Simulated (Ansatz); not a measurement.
The compound is WCl2 (1T sheet).

The cell holds 3 atoms: 1 W and 2 Cl. Its edges and angles: a = 3.069 Å, b = 3.069 Å, c = 30.112 Å, α = 90.0°, β = 90.0°, γ = 120.0°. Vacuum lies along c.

```
W Cl
1.0
     0.00000    2.17013    2.17013
     2.17013   -2.17013    0.00000
    17.38504   17.38504  -17.38504
W Cl
1 2
Direct
  0.00000 0.00000 0.31808
  0.33333 0.66667 0.37545
  0.66667 0.33333 0.26071
```

The structure was relaxed with PBEsol. The structure was generated from a model, not taken from a measurement. The runs that relaxed it are not among those shown. The program's search for lower electronic states was switched off, so nothing shows that the state found is the lowest. Spin-orbit coupling is left out unless a run names it. PAW set soft_2, made with PBE.

A constrained-RPA run (Ansatz 0.2.0; non-magnetic PBEsol; W t2g + anion p, bands v8 to c1, 6×6×1 mesh, medium accuracy) builds 9 functions on bands 11 eV wide, with 16.0 electrons in the window. The bare on-site interaction is 10.0 eV and the bare J 0.36 eV.

Q: What U and J survive the screening?

On the W t2g shell, U = 2.75 eV (28 % of the bare value), U′ = 2.21 eV, J = 0.23 eV.

The parent state is non-magnetic and the interaction static (zero frequency); U depends on the window and the orbitals, so it belongs to this model alone. Spin-orbit coupling, which is strong for atoms this heavy, is left out. A window that holds the anion p bands defines a model with explicit ligands; its U belongs to that model and is not the U of DFT+U.

[Paths, hosts, dates, memory and timing lines, banners, echoed tables and standing remarks are left out of the program output.]

[Logs are printed without paths, hosts, clocks, repeated set-up lines and the standing remarks that a program may print on its own settings, such as how far it seeks lower states.]

[Runs of the session that timed out or met a known fault of the program may be left out.]

[Hosts, paths, dates, database ids (printed as entryN), source tags and the programs' standing remarks are cut or masked in the printed files.]
